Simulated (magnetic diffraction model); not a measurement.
## TbScPd below its ordering temperature

Space group Pnma (no. 62), a = 7.2880 Å, b = 4.5270 Å, c = 7.6050 Å.

| site | atom | x | y | z |
| --- | --- | --- | --- | --- |
| 4c | Tb | 0.0135 | 3/4 | 0.6919 |
| 4c | Pd | 0.7173 | 1/4 | 0.5917 |
| 4c | Sc | 0.6750 | 3/4 | 0.4286 |

The compound is invented for this exercise: a known structure type with other elements, its cell scaled to their sizes and not relaxed.

Only Tb is taken to order (form factors of Tb3+); orders and moment sizes are assumed, and not adapted to the symmetry. Radiation: neutrons of λ = 2.36 Å, 8° to 70°; isotropic B of 0.15 Å² (Tb), 0.17 Å² (Pd) and 0.24 Å² (Sc). The intensities are simulated: I ∝ L Σ (|F_N|² + |F_M⊥|²) for unpolarised neutrons, with F_M = 2.695 fm/μB × Σ f(s) S exp(2πi Q·r) exp(−B s²) at Q = H ± k (one set where k and −k are equivalent), only the part normal to Q counting and L = 1/(sin²θ cos θ). For collinear order S is the moment m, which repeats by lattice and centring translations R with the sign exp(−2πi k·R). Form factors are spin-only for 3d ions and dipole or tabulated for f ions, scattering lengths are Sears's of 1992, and absorption is left out. A label names one of the reflections at its angle. The strongest nuclear line in the range is 100, and lines under 0.2 are left out.

Above the ordering temperature:

```csv
2θ (°),index,I
25.92,(1 0 1),12.7
35.32,(0 1 1),1.7
36.16,(0 0 2),6.1
37.79,(2 0 0),7.7
40.22,(1 1 1),22.0
40.98,(1 0 2),6.3
42.09,(2 0 1),1.5
49.13,(2 1 0),26.3
51.75,(1 1 2),66.7
52.68,(2 1 1),100.0
53.30,(2 0 2),43.5
59.05,(1 0 3),14.5
61.32,(3 0 1),63.1
62.50,(2 1 2),8.5
62.84,(0 2 0),74.5
64.48,(0 1 3),98.4
67.77,(1 1 3),6.2
69.09,(2 0 3),12.4
69.15,(1 2 1),4.6
69.87,(3 1 1),1.1
```

Below it (cell unchanged):

```tsv
2θ (°)	I
17.85	30.3
18.64	215.9
25.92	14.1
35.32	1.7
35.74	0.2
36.16	6.1
37.79	7.7
40.22	84.9
40.98	51.4
42.09	11.1
47.82	15.1
49.13	26.3
51.75	66.9
52.68	100.2
53.30	44.0
55.48	16.4
58.12	17.4
59.05	14.5
61.32	64.9
62.50	28.9
62.84	74.5
64.48	98.4
65.90	0.3
66.17	2.4
66.91	1.3
67.77	14.7
69.09	31.7
69.15	4.6
69.87	32.7
```

**Question.** Find the propagation vector, then choose among these models:
A. collinear moments along [111], 5.5 μB on Tb; signs + at (0.0135, 3/4, 0.6919), + at (0.9865, 1/4, 0.3081), − at (0.5135, 3/4, 0.8081), − at (0.4865, 1/4, 0.1919)
B. collinear moments along [010], 5.5 μB on Tb; signs + at (0.0135, 3/4, 0.6919), + at (0.9865, 1/4, 0.3081), + at (0.5135, 3/4, 0.8081), + at (0.4865, 1/4, 0.1919)
C. collinear moments along [111], 5.5 μB on Tb; signs + at (0.0135, 3/4, 0.6919), + at (0.9865, 1/4, 0.3081), + at (0.5135, 3/4, 0.8081), + at (0.4865, 1/4, 0.1919)
D. collinear moments along [010], 5.5 μB on Tb; signs + at (0.0135, 3/4, 0.6919), + at (0.9865, 1/4, 0.3081), − at (0.5135, 3/4, 0.8081), − at (0.4865, 1/4, 0.1919)

No line moves, and magnetic intensity falls on nuclear lines such as the one at 40.22°; new lines at (0 0 1), (1 0 0) and (0 1 2) have whole indices that obey the lattice centring, at places with no nuclear intensity to speak of, so the magnetic cell equals the chemical primitive cell: k = 0.

Magnetic intensity, observed (below minus above) and for each model:

| 2θ (°) | index | observed | A | B | C | D |
| --- | --- | --- | --- | --- | --- | --- |
| 17.85 | (0 0 1) | 30.3 | 16.9 | <0.2 | <0.2 | 30.3 |
| 18.64 | (1 0 0) | 215.9 | 128.6 | <0.2 | <0.2 | 215.9 |
| 35.32 | (0 1 1) | <0.2 | <0.2 | 25.9 | 76.2 | <0.2 |
| 37.79 | (2 0 0) | <0.2 | <0.2 | 47.5 | 28.3 | <0.2 |
| 40.22 | (1 1 1) | 62.9 | 108.1 | 0.1 | 0.1 | 62.9 |
| 40.98 | (1 0 2) | 45.1 | 25.6 | 0.3 | 0.1 | 45.1 |
| 52.68 | (2 1 1) | 0.2 | 0.2 | 51.8 | 53.5 | 0.2 |
| 69.87 | (3 1 1) | 31.6 | 25.7 | 0.3 | 0.2 | 31.6 |

Model D matches.

The structure used: k = (0 0 0), collinear moments along [010], 5.5 μB on Tb; signs + at (0.0135, 3/4, 0.6919), + at (0.9865, 1/4, 0.3081), − at (0.5135, 3/4, 0.8081), − at (0.4865, 1/4, 0.1919).

[Logs are printed without paths, hosts, clocks, repeated set-up lines and the standing remarks that a program may print on its own settings, such as how far it seeks lower states.]
